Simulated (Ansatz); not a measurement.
# From r2SCAN to G0W0: BiOCl (P4/nmm), part 2 of 3

Wanted: the gap of BiOCl (P4/nmm) with a many-body correction, and the time that it takes.

Ansatz 0.2.0; r2SCAN, then G0W0 on it, plane waves, PAW. Known limits of the many-body steps: finite bands, screening cutoff and k mesh; no spin-orbit coupling in G0W0.

So far. Step 2 (Bands along the symmetry lines): Over mesh and path the gap is 3.047 eV, from k = (0.000, 0.400, 0.500) to k = (0.000, 0.000, 0.500). The least direct gap found is 3.471 eV, at k = (0.000, 0.000, 0.500). On the 6×6×4 mesh alone the same run gives 3.094 eV, so that mesh misses an edge of r2SCAN: 3.094 − 3.047 = +0.047 eV.

### 3. G0W0 on the 6×6×4 mesh

G0W0 replaces the xc potential by a self-energy built once from the orbitals of the start. Levels are corrected in the window of bands that the input names, at points of the mesh.

This step: G0W0 on r2SCAN, plane waves, PAW.

The input, input.yaml:

```yaml
crystal:
  lattice:
    - [3.88551, 0.0, 0.0]
    - [0.0, 3.88551, 0.0]
    - [0.0, 0.0, 7.3489]
  atoms:
    - { symbol: Bi, position: [0.5, 0.0, 0.32904] }
    - { symbol: Bi, position: [0.0, 0.5, 0.67096] }
    - { symbol: Cl, position: [0.0, 0.5, 0.1472] }
    - { symbol: Cl, position: [0.5, 0.0, 0.8528] }
    - { symbol: O, position: [0.0, 0.0, 0.5] }
    - { symbol: O, position: [0.5, 0.5, 0.5] }
kpoints:
  mp_grid: { grid: [6, 6, 4] }
hamiltonian:
  xc: r2scan
  pseudopotentials: { kind: paw, source: ansatz }
scf:
  occupations: { method: fixed }
gw:
  n_empty_bands: 1117
  ecut_chi: 270.0
  qp_bands: [v2, c2]
  qp_kpoints: band_edges
  screening: { model: contour_deformation }
```

Command:

```
$ ansatz run input.yaml --threads 4 --pin off --max-ram 138240MiB --backend cuda --events-out ev --progress --plain --runs-dir out --devices 1 --max-vram 26GiB
```

Numbers of over 12 decimals in the logs are rounded to 6 here.

Log:

```text
GPUs: using 1 of 1 available (devices: 1).
[...]
GPU FFT provider: cuFFT
GPU libraries: cuBLAS 13.8.2, cuFFT 12.4.0, cuSOLVER 12.3.4
Crystal: 6 atoms, lattice volume = 110.948 Å³
Basis set: ecut = 1050 eV, 8579 PW (Γ), exchange–correlation on 192×192×360 points (64 copies of the dense FFT grid, shifted against one another)
Bands: 44, of which v1, the nominal top of the filled ones, is band 36 counted from 1 (35 counted from 0)
Symmetry: 16 space group operations
[...]
k-points: 30 of 144
[...]
GPU buffer pool allocated for 207360 grid points (all kernels)
[...]
SCF iter   1: F=—  HF=-35479.244805 eV  |F-HF|=—  |Δ(HF+E_count)|=         —  Δρ=6.62e-2  dr2=5.02e0  dr2_τ=7.67e-1  ethr=3.10e-3  ⟨swp⟩=4.7  Hψ=4255  notcnv=0  defer=172
[...]
SCF iter   9: F=-35478.388893 eV  HF=-35478.388893 eV  |F-HF|=2.42e-9  |Δ(HF+E_count)|=   6.30e-8  Δρ=2.32e-6  dr2=5.66e-9  dr2_τ=8.05e-10  ethr=1.39e-10  ⟨swp⟩=11.0  Hψ=5116  notcnv=0
SCF 1 converged in 9 iterations: F = -35478.388893 eV  dr2 = 5.66e-9
[...]
NSCF: frozen V_eff on 30 k-points, pencils in batches of 32, up to order 176
the band table was solved once the SCF had ended and its energy, with any forces and stress, was formed, with the checks that follow a solve (5440 applications of the Hamiltonian). They found nothing against the state; the energy, forces and stress were not computed again (output.eigenvalues in the input reference)
[...]
NSCF: frozen V_eff on 30 k-points
G₀W₀ screening: q 1/30
[... further progress lines ...]
SCF converged after 9 iterations
Free energy (F): -35478.388893 eV
[...]
Internal energy: -35478.388893 eV  (E = F + TS)
E sigma→0 (E₀):  -35478.388893 eV
Fermi energy:    8.501403 eV
[...]
--- Band table (eV; the first three rows and the last of 30) ---
  k-point 0: bands = [... 32 lower, 7.3934, 7.3934, 7.5302, 7.7894, 12.1315, 12.7959, 14.4063, 14.4063, ... 4 higher]
  k-point 1: bands = [... 32 lower, 7.5375, 7.5375, 7.7717, 7.9975, 11.8578, 12.4431, 14.4175, 14.4175, ... 4 higher]
  k-point 2: bands = [... 32 lower, 7.6601, 7.6601, 8.1036, 8.1245, 11.5989, 12.0753, 14.4300, 14.4300, ... 4 higher]
  k-point 29: bands = [... 32 lower, 7.0508, 7.0508, 7.8012, 7.8012, 13.5314, 13.5314, 15.1726, 15.1726, ... 4 higher]
--- G₀W₀: contour deformation, 7 samples at zero and on the imaginary axis and 2 off it, 144 q-points, 1117 empty bands' worth ---
  eigenvalues of the whole cell's RPA ε∞ on this k-mesh (on a slab, of 1 + 4πα/V) = 4.3597, 5.4573, 5.4573; static W/v taken at q = 0 is 0.192678
  bands read: the sum over 1153 bands ends inside a degenerate multiplet in 13 slots, whose members it reads at an even weight; the widest, k=0: bands 1153 to 1154 (counted from 1) at 1/2 each
  gw.qp_kpoints: band_edges: 29 of 30 stored k-points solved, in 2 passes; an edge of the gap read off the rows below is read off those points alone
    valence top: of the k-points left out ik 26 came nearest to being solved in a further pass, in band 35 (counted from 1, as in the quasiparticle table): it holds the edge there only if its correction is more favourable than any solved in that band by at least 0.631 eV; those differ by 0.570 eV
    conduction bottom: of the k-points left out ik 26 came nearest to being solved in a further pass, in band 38 (counted from 1, as in the quasiparticle table): it holds the edge there only if its correction is more favourable than any solved in that band by at least 1.621 eV; those differ by 0.242 eV
    ik  band        ε_KS         Σx   Σc(E_QP)       V_xc       Z   E_QP_lin       E_QP  E_QP is
     0    35      7.5302   -21.3329     3.0056   -17.4615  0.7586     6.6527     6.6644  root
     0    36      7.7894   -22.0492     2.5803   -18.7696  0.7672     7.0839     7.0902  root
     0    37     12.1315   -10.6538    -3.8238   -14.6450  0.8215    12.2990    12.2987  root
     0    38     12.7959   -10.5158    -3.8530   -14.5601  0.8163    12.9875    12.9872  root
     1    35      7.7717   -21.7349     2.8878   -18.0096  0.7612     6.9241     6.9343  root
     1    36      7.9975   -22.2895     2.6371   -18.9317  0.7659     7.2702     7.2769  root
     1    37     11.8578   -10.2251    -3.7213   -14.1054  0.8242    12.0170    12.0168  root
     1    38     12.4431   -10.0214    -3.8482   -14.0141  0.8221    12.5877    12.5875  root
     2    35      8.1036   -21.1763     2.4396   -17.7632  0.7701     7.1168     7.1302  root
     2    36      8.1245   -23.7842     3.0771   -20.1335  0.7572     7.5468     7.5509  root
     2    37     11.5989    -9.7268    -3.6303   -13.5092  0.8269    11.7512    11.7510  root
     2    38     12.0753    -9.3938    -3.9012   -13.3999  0.8285    12.1804    12.1803  root
     3    35      7.8913   -21.7150     2.7089   -18.1526  0.7638     7.0276     7.0379  root
     3    36      7.9943   -22.5152     2.5698   -19.3037  0.7673     7.3475     7.3525  root
     3    37     12.8566   -11.3382    -3.8541   -15.4345  0.8115    13.0993    13.0988  root
     3    38     13.2478   -10.5217    -3.9916   -14.7471  0.8129    13.4820    13.4816  root
     4    35      8.0121   -21.5418     2.5557   -18.0964  0.7677     7.1114     7.1225  root
     4    36      8.1322   -22.9816     2.7503   -19.5981  0.7635     7.4940     7.4990  root
     4    37     12.6223   -11.0684    -3.7463   -15.0536  0.8137    12.8616    12.8612  root
     4    38     12.9655   -10.2675    -3.9525   -14.4127  0.8171    13.1586    13.1582  root
     5    35      8.0192   -21.5031     2.5706   -18.0241  0.7675     7.0991     7.1107  root
     5    36      8.2706   -23.3194     2.7510   -19.9618  0.7631     7.6595     7.6639  root
     5    37     12.3649   -10.7178    -3.6580   -14.6035  0.8166    12.5930    12.5926  root
     5    38     12.7816   -10.1853    -3.9272   -14.2815  0.8191    12.9508    12.9506  root
     6    35      8.3220   -22.5525     2.3597   -19.5446  0.7711     7.6691     7.6739  root
     6    36      8.3748   -21.9014     2.3446   -18.7633  0.7717     7.5737     7.5814  root
     6    37     13.4964   -10.9045    -3.8447   -14.9891  0.8097    13.7368    13.7363  root
     6    38     14.0209   -10.1893    -4.0537   -14.5413  0.8121    14.3200    14.3192  root
     7    35      8.1487   -22.1338     2.5285   -18.8659  0.7680     7.4024     7.4093  root
     7    36      8.4655   -22.3492     2.2701   -19.3766  0.7728     7.7574     7.7631  root
     7    37     13.5534   -10.8085    -3.8604   -14.9010  0.8099    13.7860    13.7856  root
     7    38     13.9937   -11.5887    -4.0708   -16.0064  0.7986    14.3418    14.3406  root
     8    35      7.9590   -22.0849     2.6082   -18.7494  0.7663     7.2248     7.2317  root
     8    36      8.5014   -22.4542     2.2477   -19.5231  0.7731     7.8127     7.8180  root
     8    37     13.6963   -10.6069    -3.8693   -14.7047  0.8090    13.9253    13.9249  root
     8    38     13.7405   -11.6792    -3.9727   -15.9638  0.8018    14.0533    14.0524  root
     9    35      8.4559   -22.1479     2.2166   -19.2133  0.7742     7.7319     7.7378  root
     9    36      8.4559   -22.1479     2.2166   -19.2133  0.7742     7.7319     7.7378  root
     9    37     13.6646   -10.9649    -3.8606   -15.0706  0.8073    13.9103    13.9098  root
     9    38     13.6646   -10.9649    -3.8606   -15.0706  0.8073    13.9103    13.9098  root
[...]
27    35      7.8012   -26.2204     4.0985   -21.7183  0.7384     7.3954     7.3976  root
    27    36      7.8012   -26.2204     4.0985   -21.7183  0.7384     7.3954     7.3976  root
    27    37     13.1479   -10.6407    -3.8739   -14.7425  0.8165    13.3762    13.3758  root
    27    38     13.1479   -10.6407    -3.8739   -14.7425  0.8165    13.3762    13.3758  root
    28    35      7.8012   -26.2202     4.0983   -21.7183  0.7384     7.3954     7.3976  root
    28    36      7.8012   -26.2202     4.0983   -21.7183  0.7384     7.3954     7.3976  root
    28    37     13.3359   -11.2197    -3.8848   -15.3399  0.8123    13.5718    13.5713  root
    28    38     13.3359   -11.2197    -3.8848   -15.3399  0.8123    13.5718    13.5713  root
    29    35      7.8012   -26.2200     4.0982   -21.7183  0.7384     7.3954     7.3976  root
    29    36      7.8012   -26.2200     4.0982   -21.7183  0.7384     7.3954     7.3976  root
    29    37     13.5314   -11.8335    -3.9114   -15.9875  0.8078    13.7744    13.7739  root
    29    38     13.5314   -11.8335    -3.9114   -15.9875  0.8078    13.7744    13.7739  root
```

It took 8.6 min on 1 × NVIDIA H100 80GB HBM3 (shared by 3 runs) with 4 threads of AMD EPYC 7R13 (Zen 3), shared host; peak memory 14 GiB; 17 min of CPU time.

Numbers from this step:

- bands summed: 1153
- RPA ε∞ on this mesh (eigenvalues): 4.360, 5.457, 5.457
- plane waves in the screening matrix: 1131
- q-points in the mesh: 144
- G0W0 gap over the corrected points: 3.933 eV
- k of the valence top: 0, 0.3333, -0.5
- k of the conduction bottom: 0, 0, -0.5
- starting gap on the mesh: 3.098 eV
- Z at the valence top: 0.7731
- Z at the conduction bottom: 0.8269
- least direct G0W0 gap over the corrected points: 4.200 eV

Over 29 of 30 irreducible mesh points the G0W0 gap is 3.933 eV, from k = (0.000, 0.333, -0.500) to k = (0.000, 0.000, -0.500). The r2SCAN gap of this run on the mesh is 3.098 eV. The two states that bound the G0W0 gap lie that far apart at the start, so the correction of the gap is 3.933 − 3.098 = +0.835 eV. The start of this run differs from the step before in files (soft_1 PAW and hard PAW) and plane-wave cutoff (500 eV and 1050 eV).

Labels follow the order of the start: v1 is the top filled band, c1 the lowest empty one; levels that stay degenerate share a row, the window can cut a multiplet, doubted levels are not marked in this list, bands outside the window were not corrected, and the list may be a part of the corrected levels. Levels before and after the correction, in eV, zero at the valence-band top of each column:

```tsv
	conduction bottom	valence top
Kohn-Sham	3.10	0.00
G0W0	3.93	0.00
```

```tsv
	level	occupation	energy (eV)
Kohn-Sham	(0 0 -0.5) v2	2	-0.398
Kohn-Sham	(0 0 -0.5) v1	2	-0.377
Kohn-Sham	(0 0 -0.5) c1	0	3.098
Kohn-Sham	(0 0 -0.5) c2	0	3.574
Kohn-Sham	(0 0.333 -0.5) v2	2	-0.542
Kohn-Sham	(0 0.333 -0.5) v1	2	0.000
Kohn-Sham	(0 0.333 -0.5) c1	0	5.195
Kohn-Sham	(0 0.333 -0.5) c2	0	5.239
G0W0	(0 0 -0.5) v2	2	-0.688
G0W0	(0 0 -0.5) v1	2	-0.267
G0W0	(0 0 -0.5) c1	0	3.933
G0W0	(0 0 -0.5) c2	0	4.362
G0W0	(0 0.333 -0.5) v2	2	-0.586
G0W0	(0 0.333 -0.5) v1	2	0.000
G0W0	(0 0.333 -0.5) c1	0	6.107
G0W0	(0 0.333 -0.5) c2	0	6.234
```

The parts of the quasiparticle energy for the two states that bound the G0W0 gap, in eV on the run's own scale (QP = start + Σx + Σc − Vxc, with Σc at the quasiparticle energy):

```tsv
edge	k	band	start	Σx	Σc	Vxc	Z	QP
valence top	(0.000, 0.333, -0.500)	36	8.501	−22.454	2.248	−19.523	0.773	7.818
conduction bottom	(0.000, 0.000, -0.500)	37	11.599	−9.727	−3.630	−13.509	0.827	11.751
```

(Part 2 of 3 ends here.)

[Paths, hosts, dates, memory and timing lines, banners, echoed tables and standing remarks are left out of the program output.]

[Logs are printed without paths, hosts, clocks, repeated set-up lines and the standing remarks that a program may print on its own settings, such as how far it seeks lower states.]

[Runs of the session that timed out or met a known fault of the program may be left out.]

[Cells called generated may have been cut or substituted from an entry of the Crystallography Open Database or the Materials Project.]

[Hosts, paths, dates, database ids (printed as entryN), source tags and the programs' standing remarks are cut or masked in the printed files.]

[Where an RPA ε∞ is given, it is that of the G0W0 mesh and is not shown converged in it. Names of k-points follow the symmetry that the program found, which can be lower than the space group named. Band edges on a path are those of the sampled points; other points can move an edge, and change direct to indirect where valleys lie close.]

[Hybrid gaps are those of their k-mesh and are not shown converged in it.]
